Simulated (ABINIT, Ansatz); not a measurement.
## YSF (P4/nmm): G0W0 on several meshes in ABINIT

How does the mesh move the gap of YSF (P4/nmm)?

Method: LDA and many-body steps on it, plane waves, in ABINIT 10.8.3.

**1. The starting structure**

Symmetry: P4/nmm, No. 129, tetragonal system. The conventional cell has a = 3.773 Å, b = 3.773 Å, c = 6.827 Å, α = 90.00°, β = 90.00°, γ = 90.00°. Nearest to Y lie 4 F at 2.44 Å and 5 S at 2.81 to 2.86 Å. Nearest to S lie 5 Y at 2.81 to 2.86 Å. Nearest to F lie 4 Y at 2.44 Å. Farther neighbours and most contacts between anions are not listed.

As a file:

```cif
data_structure
_symmetry_space_group_name_H-M 'P 1'
_symmetry_Int_Tables_number 1
_cell_length_a 3.7730
_cell_length_b 3.7730
_cell_length_c 6.8267
_cell_angle_alpha 90.000
_cell_angle_beta 90.000
_cell_angle_gamma 90.000
_cell_volume 97.18
loop_
_atom_site_label
_atom_site_type_symbol
_atom_site_fract_x
_atom_site_fract_y
_atom_site_fract_z
_atom_site_occupancy
Y1 Y 0.00000 0.50000 0.22723 1
Y2 Y 0.50000 0.00000 0.77277 1
S3 S 0.00000 0.50000 0.64557 1
S4 S 0.50000 0.00000 0.35443 1
F5 F 0.00000 0.00000 0.00000 1
F6 F 0.50000 0.50000 0.00000 1
```

The cell and positions are those that the Materials Project relaxed with its own functionals (PBE, PBE+U or r2SCAN), kept fixed.

**2. Empty states on the mesh, 4×4×2 mesh, 344 bands**

This step: ABINIT 10.8.3; DFT, LDA, plane waves, norm-conserving pseudopotentials.

The sums over transitions need many empty states on a uniform mesh; this step solves for them.

Input file run.abi:

```
acell 3*1.0 Angstrom
rprim 
  3.772985040000 0.000000000000 0.000000000000
  0.000000000000 3.772985040000 0.000000000000
  0.000000000000 0.000000000000 6.826667120000
ntypat 3
znucl 39 16 9
natom 6
typat 1 1 2 2 3 3
xred 
  0.000000000000 0.500000000000 0.227228020000
  0.500000000000 0.000000000000 0.772771980000
  0.000000000000 0.500000000000 0.645567190000
  0.500000000000 0.000000000000 0.354432810000
  0.000000000000 0.000000000000 0.000000000000
  0.500000000000 0.500000000000 0.000000000000
pp_dirpath "pseudos"
pseudos "Y.upf, S.upf, F.upf"
ecut 36
ngkpt 4 4 2
nshiftk 1
shiftk 0 0 0
kptopt 1
chksymbreak 0
iscf -2
irdden 1
istwfk *1
nband 344
nbdbuf 30
tolwfr 1e-09
nstep 60
prtvol 0
indata_prefix "in"
outdata_prefix "out"
tmpdata_prefix "tmp"
```

Started as:

```console
$ OMP_NUM_THREADS=1 mpirun -n 8 abinit run.abi > log
```

Numbers of over 12 decimals in the logs are rounded to 6 here.

Output:

```text
.Version 10.8.3 of ABINIT. v10.8.2 released Aug 2026.

 Symmetries : space group P4/n m m (#129); Bravais tP (primitive tetrag.)
[... echo of the input left out ...]
== DATASET  1 ==================================================================
-   mpi_nproc: 8, omp_nthreads: 1 (-1 if OMP is not activated)
-    --> not optimal distribution: autoparal keyword recommended in input file <--

--- !DatasetInfo
iteration_state: {dtset: 1, }
dimensions: {natom: 6, nkpt: 12, mband: 344, nsppol: 1, nspinor: 1, nspden: 1, mpw: 6802, }
cutoff_energies: {ecut:  36.0, pawecutdg:  -1.0, }
[...]
4.37968    4.37968    4.39949    4.40586    4.41150    4.42015    4.43574    4.43579
   4.43595    4.43610    4.46279    4.46555    4.47232    4.47479    4.49241    4.50165
 prteigrs : prtvol=0 or 1, do not print more k-points.

== END DATASET(S) ==============================================================
================================================================================

 -outvars: echo values of variables after computation  --------
            nband         344
             nkpt          12
          spgroup         129
 [... the other variables as echoed above ...]

 Calculation completed.
```

Elapsed: 4.9 min, on 8 MPI ranks of Arm Neoverse V1, shared host; peak memory 1 GiB.

Numbers from this step:

- gap: 1.172 eV
- k of the valence top: 0, 0, 0
- k of the conduction bottom: 0, 0, 0
- least direct gap: 1.172 eV
- k points computed: 12
- lowest point of the top converged band, above the valence top: 106.4259 eV

On this mesh the gap is 1.172 eV.

The density comes from a self-consistent run that is not shown.

**3. Screening, 4×4×2 mesh, 142 bands, screening to 141.5 eV**

The RPA dielectric matrix is built and inverted for each q.

This step: RPA screening on LDA, plane waves, norm-conserving pseudopotentials.

Changes to run.abi since step 2:

```diff
@@ -24,10 +24,11 @@
 chksymbreak 0
-iscf -2
-irdden 1
 istwfk *1
-nband 344
-nbdbuf 30
-tolwfr 1e-09
-nstep 60
-prtvol 0
+occopt 1
+irdwfk 1
+optdriver 3
+nband 142
+ecuteps 5.2
+inclvkb 2
+awtr 1
+symchi 1
 indata_prefix "in"
```

Output:

```text
.Version 10.8.3 of ABINIT. v10.8.2 released Aug 2026.

 Symmetries : space group P4/n m m (#129); Bravais tP (primitive tetrag.)
[... echo of the input left out ...]
== DATASET  1 ==================================================================
-   mpi_nproc: 8, omp_nthreads: 1 (-1 if OMP is not activated)

--- !DatasetInfo
iteration_state: {dtset: 1, }
dimensions: {natom: 6, nkpt: 12, mband: 142, nsppol: 1, nspinor: 1, nspden: 1, mpw: 6802, }
cutoff_energies: {ecut:  36.0, pawecutdg:  -1.0, }
electrons: {nelect:   4.80000000E+01, charge:   0.00000000E+00, occopt:   1.00000000E+00, tsmear:   1.00000000E-02, }

 SCREENING: Calculation of the susceptibility and dielectric matrices

 Based on a program developped by R.W. Godby, V. Olevano, G. Onida, and L. Reining.
 Incorporated in ABINIT by V. Olevano, G.-M. Rignanese, and M. Torrent.
.Using double precision arithmetic ; gwpc =  8

[... cell and pseudopotentials left out ...]
--------------------------------------------------------------------------------

 ==== K-mesh for the wavefunctions ====
 Number of points in the irreducible wedge :    12
[... list of points left out ...]
 Together with 16 symmetry operations and time-reversal symmetry
 yields    32 points in the full Brillouin Zone.

 ==== Q-mesh for the screening function ====
 Number of points in the irreducible wedge :    12
[... list of points left out ...]
 Together with 16 symmetry operations and time-reversal symmetry
 yields    32 points in the full Brillouin Zone.

 setmesh: FFT mesh size selected  =    30x   30x   50
          total number of points  =        45000

 vcoul_init : cutoff-mode = AUXILIARY_FUNCTION
 q-points for optical limit:   1
     1)      0.000010    0.000020    0.000030

- screening: taking advantage of time-reversal symmetry
- Maximum band index for partially occupied states nbvw = 24
- Remaining bands to be divided among processors   nbcw = 118
- Number of bands treated by each node ~14

 Number of electrons calculated from density =   48.0000; Expected =   48.0000
 average of density, n =  0.073192
 r_s =    1.4830
 omega_plasma =   26.0969 [eV]

 calculating chi0 at frequencies [eV] :
  1    0.000000E+00    0.000000E+00
  2    0.000000E+00    2.609687E+01

--------------------------------------------------------------------------------
  q-point number  1        q = ( 0.000000, 0.000000, 0.000000) [r.l.u.]
--------------------------------------------------------------------------------
[... chi0 elements left out ...]
 For q-point:  0.000010 0.000020 0.000030
  dielectric constant =   6.0515
  dielectric constant without local fields =   7.0022

  Average fulfillment of the sum rule on Im[epsilon] for q-point    1 :     66.24  [%]
[... wings left out ...]
  q-point number  2        q = ( 0.250000, 0.000000, 0.000000) [r.l.u.]
--------------------------------------------------------------------------------
[... chi0 elements left out ...]
  Average fulfillment of the sum rule on Im[epsilon] for q-point    2 :     73.24  [%]

 [... 10 further q-points ...]
```

Run time: 1.9 min. Hardware: 8 MPI ranks; peak memory 3.8 GiB; 15 min of CPU time.

Numbers from this step:

- ε∞ with local fields, on this mesh, along the program's q direction: 6.051
- the same without local fields: 7.002
- plasma frequency: 26.10 eV
- plane waves in the screening matrix: 393

Local fields lower ε∞ by 14 %. On a Γ-centred mesh this coarse the value itself is usually too large, while a short band sum pulls it down.

**4. 4×4×2**

The self-energy is evaluated for the states that the input lists, and the levels follow from it, in one-shot runs by the linearised quasiparticle equation.

This step: G0W0 on LDA, plane waves, norm-conserving pseudopotentials.

Changes to run.abi since step 3:

```diff
@@ -27,8 +27,15 @@
 irdwfk 1
-optdriver 3
+optdriver 4
 nband 142
+gwcalctyp 0
+ecutsigx 36
+symsigma 1
+nkptgw 1
+kptgw 
+  0.0000000000 0.0000000000 0.0000000000
+bdgw 
+  23 26
 ecuteps 5.2
-inclvkb 2
-awtr 1
-symchi 1
+irdscr 1
+ppmodel 1
 indata_prefix "in"
```

Output:

```text
.Version 10.8.3 of ABINIT. v10.8.2 released Aug 2026.

 Symmetries : space group P4/n m m (#129); Bravais tP (primitive tetrag.)
[... echo of the input left out ...]
== DATASET  1 ==================================================================
-   mpi_nproc: 8, omp_nthreads: 1 (-1 if OMP is not activated)

--- !DatasetInfo
iteration_state: {dtset: 1, }
dimensions: {natom: 6, nkpt: 12, mband: 142, nsppol: 1, nspinor: 1, nspden: 1, mpw: 6802, }
cutoff_energies: {ecut:  36.0, pawecutdg:  -1.0, }
electrons: {nelect:   4.80000000E+01, charge:   0.00000000E+00, occopt:   1.00000000E+00, tsmear:   1.00000000E-02, }

 SIGMA: Calculation of the GW corrections

 Based on a program developped by R.W. Godby, V. Olevano, G. Onida, and L. Reining.
 Incorporated in ABINIT by V. Olevano, G.-M. Rignanese, and M. Torrent.
.Using double precision arithmetic ; gwpc =  8

[... cell and pseudopotentials left out ...]
--------------------------------------------------------------------------------

 ==== K-mesh for the wavefunctions ====
 Number of points in the irreducible wedge :    12
[... list of points left out ...]
 Together with 16 symmetry operations and time-reversal symmetry
 yields    32 points in the full Brillouin Zone.

 ==== Q-mesh for screening function ====
 Number of points in the irreducible wedge :    12
[... list of points left out ...]
 Together with 16 symmetry operations and time-reversal symmetry
 yields    32 points in the full Brillouin Zone.

 vcoul_init : cutoff-mode = AUXILIARY_FUNCTION
 q-points for optical limit:   1
     1)      0.000010    0.000020    0.000030
 setmesh: FFT mesh size selected  =    40x   40x   72
          total number of points  =       115200

 Number of electrons calculated from density =   48.0000; Expected =   48.0000
 average of density, n =  0.073192
 r_s =    1.4830
 omega_plasma =   26.0969 [eV]

 === KS Band Gaps ===
  >>>> For spin  1
   Minimum direct gap =   1.1724 [eV], located at k-point      :   0.0000  0.0000  0.0000
   Fundamental gap    =   1.1724 [eV], Top of valence bands at :   0.0000  0.0000  0.0000
                                       Bottom of conduction at :   0.0000  0.0000  0.0000
 SIGMA fundamental parameters:
 PLASMON POLE MODEL  1
 number of plane-waves for SigmaX                 6783
 number of plane-waves for SigmaC and W            393
 number of plane-waves for wavefunctions          6783
 number of bands                                   142
 number of independent spin polarizations            1
 number of spinorial components                      1
 number of k-points in IBZ                          12
 number of q-points in IBZ                          12
 number of symmetry operations                      16
 number of k-points in BZ                           32
 number of q-points in BZ                           32
 number of frequencies for dSigma/dE                 9
 frequency step for dSigma/dE [eV]                0.25
 number of omega for Sigma on real axis              0
 max omega for Sigma on real axis  [eV]           0.00
 zcut for avoiding poles [eV]                     0.10

 EPSILON^-1 parameters (SCR file):
 dimension of the eps^-1 matrix on file            393
 dimension of the eps^-1 matrix used               393
 number of plane-waves for wavefunctions          6783
 number of bands                                   142
 number of q-points in IBZ                          12
 number of frequencies                               2
 number of real frequencies                          1
 number of imag frequencies                          1

 matrix elements of self-energy operator (all in [eV])

 Perturbative Calculation

--- !SelfEnergy_ee
iteration_state: {dtset: 1, }
kpoint     : [   0.000,    0.000,    0.000, ]
spin       : 1
KS_gap     :    1.172
QP_gap     :    2.896
Delta_QP_KS:    1.723
data: !SigmaeeData |
     Band     E0 <VxcDFT>   SigX SigC(E0)      Z dSigC/dE  Sig(E)    E-E0       E
       23   6.840 -13.583 -16.361   1.906   0.800  -0.250 -14.281  -0.698   6.142
       24   6.840 -13.583 -16.361   1.906   0.800  -0.250 -14.281  -0.698   6.142
       25   8.012 -11.644  -6.693  -3.709   0.826  -0.211 -10.618   1.026   9.038
       26   9.761 -14.045  -8.822  -3.710   0.794  -0.259 -12.843   1.202  10.963

== END DATASET(S) ==============================================================
================================================================================

 -outvars: echo values of variables after computation  --------
           etotal      0.0000000000E+00
            nband         142
             nkpt          12
          spgroup         129
 [... the other variables as echoed above ...]

 Calculation completed.
```

Elapsed: 11 s, on 8 MPI ranks; peak memory 2.8 GiB.

This step gave:

```
G0W0 gap on the points computed              : 2.896 eV
starting gap on the mesh                     : 1.172 eV
k of the valence top                         : 0, 0, 0
k of the conduction bottom                   : 0, 0, 0
Z at the valence top                         : 0.8
Z at the conduction bottom                   : 0.826
least direct G0W0 gap on the computed points : 2.896 eV
```

The gap on the mesh goes from 1.17 eV to 2.90 eV, a correction of +1.72 eV.

**5. Empty states on the mesh, 6×6×4 mesh, 156 bands**

This step: DFT, LDA, plane waves, norm-conserving pseudopotentials.

Changes to run.abi since step 4:

```diff
@@ -19,3 +19,3 @@
 ecut 36
-ngkpt 4 4 2
+ngkpt 6 6 4
 nshiftk 1
@@ -24,18 +24,10 @@
 chksymbreak 0
+iscf -2
+irdden 1
 istwfk *1
-occopt 1
-irdwfk 1
-optdriver 4
-nband 142
-gwcalctyp 0
-ecutsigx 36
-symsigma 1
-nkptgw 1
-kptgw 
-  0.0000000000 0.0000000000 0.0000000000
-bdgw 
-  23 26
-ecuteps 5.2
-irdscr 1
-ppmodel 1
+nband 156
+nbdbuf 14
+tolwfr 1e-09
+nstep 60
+prtvol 0
 indata_prefix "in"
```

Output:

```text
.Version 10.8.3 of ABINIT. v10.8.2 released Aug 2026.

 Symmetries : space group P4/n m m (#129); Bravais tP (primitive tetrag.)
[... echo of the input left out ...]
== DATASET  1 ==================================================================
-   mpi_nproc: 8, omp_nthreads: 1 (-1 if OMP is not activated)

--- !DatasetInfo
iteration_state: {dtset: 1, }
dimensions: {natom: 6, nkpt: 30, mband: 156, nsppol: 1, nspinor: 1, nspden: 1, mpw: 6802, }
cutoff_energies: {ecut:  36.0, pawecutdg:  -1.0, }
[...]
2.21037    2.23040    2.25620    2.25620    2.26859    2.27302    2.27302    2.28545
   2.29075    2.30227    2.32180    2.32715    2.34818    2.35950    2.35950    2.37668
   2.37670    2.38661    2.38935    2.42090
 prteigrs : prtvol=0 or 1, do not print more k-points.

== END DATASET(S) ==============================================================
================================================================================

 -outvars: echo values of variables after computation  --------
            nband         156
             nkpt          30
          spgroup         129
 [... the other variables as echoed above ...]

 Calculation completed.
```

It took 2.6 min on 8 MPI ranks; peak memory 1.1 GiB.

This step gave:

| Quantity | Value |
| --- | --- |
| gap | 1.172 eV |
| k of the valence top | 0, 0, 0 |
| k of the conduction bottom | 0, 0, 0 |
| least direct gap | 1.172 eV |
| k points computed | 30 |
| lowest point of the top converged band, above the valence top | 53.7874 eV |

On this mesh the gap is 1.172 eV.

**6. Screening, 6×6×4 mesh, 142 bands, screening to 141.5 eV**

This step: RPA screening on LDA, plane waves, norm-conserving pseudopotentials.

Changes to run.abi since step 5:

```diff
@@ -24,10 +24,11 @@
 chksymbreak 0
-iscf -2
-irdden 1
 istwfk *1
-nband 156
-nbdbuf 14
-tolwfr 1e-09
-nstep 60
-prtvol 0
+occopt 1
+irdwfk 1
+optdriver 3
+nband 142
+ecuteps 5.2
+inclvkb 2
+awtr 1
+symchi 1
 indata_prefix "in"
```

Output:

```text
.Version 10.8.3 of ABINIT. v10.8.2 released Aug 2026.

 Symmetries : space group P4/n m m (#129); Bravais tP (primitive tetrag.)
[... echo of the input left out ...]
== DATASET  1 ==================================================================
-   mpi_nproc: 8, omp_nthreads: 1 (-1 if OMP is not activated)

--- !DatasetInfo
iteration_state: {dtset: 1, }
dimensions: {natom: 6, nkpt: 30, mband: 142, nsppol: 1, nspinor: 1, nspden: 1, mpw: 6802, }
cutoff_energies: {ecut:  36.0, pawecutdg:  -1.0, }
electrons: {nelect:   4.80000000E+01, charge:   0.00000000E+00, occopt:   1.00000000E+00, tsmear:   1.00000000E-02, }

 SCREENING: Calculation of the susceptibility and dielectric matrices

 Based on a program developped by R.W. Godby, V. Olevano, G. Onida, and L. Reining.
 Incorporated in ABINIT by V. Olevano, G.-M. Rignanese, and M. Torrent.
.Using double precision arithmetic ; gwpc =  8

[... cell and pseudopotentials left out ...]
--------------------------------------------------------------------------------

 ==== K-mesh for the wavefunctions ====
 Number of points in the irreducible wedge :    30
[... list of points left out ...]
 Together with 16 symmetry operations and time-reversal symmetry
 yields   144 points in the full Brillouin Zone.

 ==== Q-mesh for the screening function ====
 Number of points in the irreducible wedge :    30
[... list of points left out ...]
 Together with 16 symmetry operations and time-reversal symmetry
 yields   144 points in the full Brillouin Zone.

 setmesh: FFT mesh size selected  =    30x   30x   50
          total number of points  =        45000

 vcoul_init : cutoff-mode = AUXILIARY_FUNCTION
 q-points for optical limit:   1
     1)      0.000010    0.000020    0.000030

- screening: taking advantage of time-reversal symmetry
- Maximum band index for partially occupied states nbvw = 24
- Remaining bands to be divided among processors   nbcw = 118
- Number of bands treated by each node ~14

 Number of electrons calculated from density =   48.0000; Expected =   48.0000
 average of density, n =  0.073192
 r_s =    1.4830
 omega_plasma =   26.0969 [eV]

 calculating chi0 at frequencies [eV] :
  1    0.000000E+00    0.000000E+00
  2    0.000000E+00    2.609687E+01

--------------------------------------------------------------------------------
  q-point number  1        q = ( 0.000000, 0.000000, 0.000000) [r.l.u.]
--------------------------------------------------------------------------------
[... chi0 elements left out ...]
 For q-point:  0.000010 0.000020 0.000030
  dielectric constant =   5.7960
  dielectric constant without local fields =   6.7192

  Average fulfillment of the sum rule on Im[epsilon] for q-point    1 :     66.26  [%]
[... wings left out ...]
  q-point number  2        q = ( 0.166667, 0.000000, 0.000000) [r.l.u.]
--------------------------------------------------------------------------------
[... chi0 elements left out ...]
  Average fulfillment of the sum rule on Im[epsilon] for q-point    2 :     76.64  [%]

 [... 28 further q-points ...]
```

It took 17 min on 8 MPI ranks; peak memory 8.2 GiB; 2.3 h of CPU time.

Numbers from this step:

- ε∞ with local fields, on this mesh, along the program's q direction: 5.796
- the same without local fields: 6.719
- plasma frequency: 26.10 eV
- plane waves in the screening matrix: 393

[end of part 1 of 2]

[Paths, hosts, dates, memory and timing lines, banners, echoed tables and standing remarks are left out of the program output.]

[Logs are printed without paths, hosts, clocks, repeated set-up lines and the standing remarks that a program may print on its own settings, such as how far it seeks lower states.]

[Runs of the session that timed out or met a known fault of the program may be left out.]

[No measured gap is set beside runs whose start may be inverted or whose files or cutoffs have a known fault.]

[Hosts, paths, dates, database ids (printed as entryN), source tags and the programs' standing remarks are cut or masked in the printed files.]

[G0W0 gaps are taken among the corrected bands and points alone; a level outside them can change the order at an edge.]

[Where Ansatz stands beside ABINIT at settings called matched, ABINIT's density can come from a denser mesh and the files from another edition; pairs whose starting gaps differed by over 0.03 eV were left out, so agreement reads better than it is.]
